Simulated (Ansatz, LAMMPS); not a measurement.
# What went wrong? liquid propylene carbonate at 300 K (117 atoms)

Program: Ansatz 0.2.0. The cell: 36 C, 27 O and 54 H.

Input file input.yaml:

```yaml
crystal:
  lattice:
    - [10.83035, 0.0, 0.0]
    - [0.0, 10.83035, 0.0]
    - [0.0, 0.0, 10.83035]
  atoms:
    - { symbol: C, position: [0.06691, 0.40967, 0.26763] }
    - { symbol: C, position: [0.95136, 0.3593, 0.20287] }
    - { symbol: C, position: [0.85598, 0.32672, 0.29574] }
    - { symbol: O, position: [0.80875, 0.44746, 0.33121] }
    - { symbol: C, position: [0.82854, 0.51548, 0.22685] }
    - { symbol: O, position: [0.79008, 0.61961, 0.22322] }
    - { symbol: O, position: [0.89139, 0.45783, 0.14133] }
    - { symbol: H, position: [0.04829, 0.49397, 0.31487] }
    - { symbol: H, position: [0.13227, 0.43613, 0.20123] }
    - { symbol: H, position: [0.10363, 0.33818, 0.32671] }
    - { symbol: H, position: [0.96567, 0.285, 0.13561] }
    - { symbol: H, position: [0.89818, 0.29058, 0.37947] }
    - { symbol: H, position: [0.77232, 0.27138, 0.26889] }
    - { symbol: C, position: [0.35236, 0.07778, 0.10022] }
    - { symbol: C, position: [0.31306, 0.21264, 0.0936] }
    - { symbol: C, position: [0.40053, 0.29455, 0.1683] }
    - { symbol: O, position: [0.43143, 0.3901, 0.08975] }
    - { symbol: C, position: [0.40034, 0.351, 0.97281] }
    [... 93 atom lines left out ...]
    - { symbol: H, position: [0.55275, 0.86471, 0.58597] }
    - { symbol: H, position: [0.68105, 0.88618, 0.68556] }
    - { symbol: H, position: [0.7037, 0.87488, 0.52749] }
    - { symbol: H, position: [0.58176, 0.08047, 0.66606] }
    - { symbol: H, position: [0.79414, 0.06401, 0.49254] }
    - { symbol: H, position: [0.79927, 0.11804, 0.65129] }
kpoints:
  mp_grid: { grid: [1, 1, 1] }
hamiltonian:
  xc: r2scan
  dispersion: d3bj
scf:
  occupations: { method: gaussian, width: 0.025 }
  eigensolver: { kind: { support_functions: { accuracy: medium, radius: 2.0 } } }
  max_iter: 50
output:
  forces: true
```

Started as:

```sh
$ ansatz run input.yaml --threads 4 --pin off --max-ram 8192MiB --backend cpu --events-out ev --progress --plain --runs-dir out
```

The log of the run:

```text
Warning: scf.eigensolver.kind.support_functions: disabling space-group detection — the functions' gradient is summed over unrotated k-points, so no spatial operation reduces the k-mesh or symmetrises the density; time reversal is kept, so that k and −k are solved as one point where they differ and the mesh holds both, and exact exchange and, on two spinor components, a DFT+U term hold to it where the run has them: [...]
Warning: the engine holds no damping parameters fitted to this dispersion correction and functional, so the run takes those fitted to r2scan beside the three-body term, which d3bj leaves out (hamiltonian.dispersion, under Limitations)
settings of this run that can trade accuracy for cost: scf.eigensolver.kind.support_functions [...]
Engine: ansatz 0.2.0, x86_64-unknown-linux-gnu
Pseudopotentials: kind: paw
Pseudopotential: C, paw, valence charge 4, recommended cutoff 500 eV (meta_gga), C.paw.azcp
Pseudopotential: O, paw, valence charge 6, recommended cutoff 500 eV (meta_gga), O.paw.azcp
Pseudopotential: H, paw, valence charge 1, recommended cutoff 500 eV (meta_gga), H.paw.azcp
[... 6 lines on functional and potentials left out ...]
Error: SCF: the radius of support functions is under 3.57 Å, the least for these sites at the functions' level (scf.eigensolver.kind.support_functions.accuracy). Use scf.eigensolver.kind: auto, or type scf.eigensolver.kind.support_functions.radius at least as long, [...]
```

Wall time 1.2 s (4 threads of AMD EPYC 9R45, shared host); peak memory 0.42 GiB; 3.5 s of CPU time.

What is at fault here, and what would mend it?

A radius far too short: support_functions.accuracy = "medium" and support_functions.radius = 2.0.

The fix is to leave the radius at the level's default.

The run ended with an error.

[Logs are printed without paths, hosts, clocks, repeated set-up lines and the standing remarks that a program may print on its own settings, such as how far it seeks lower states.]

[Hosts, paths, dates, database ids (printed as entryN), source tags and the programs' standing remarks are cut or masked in the printed files.]
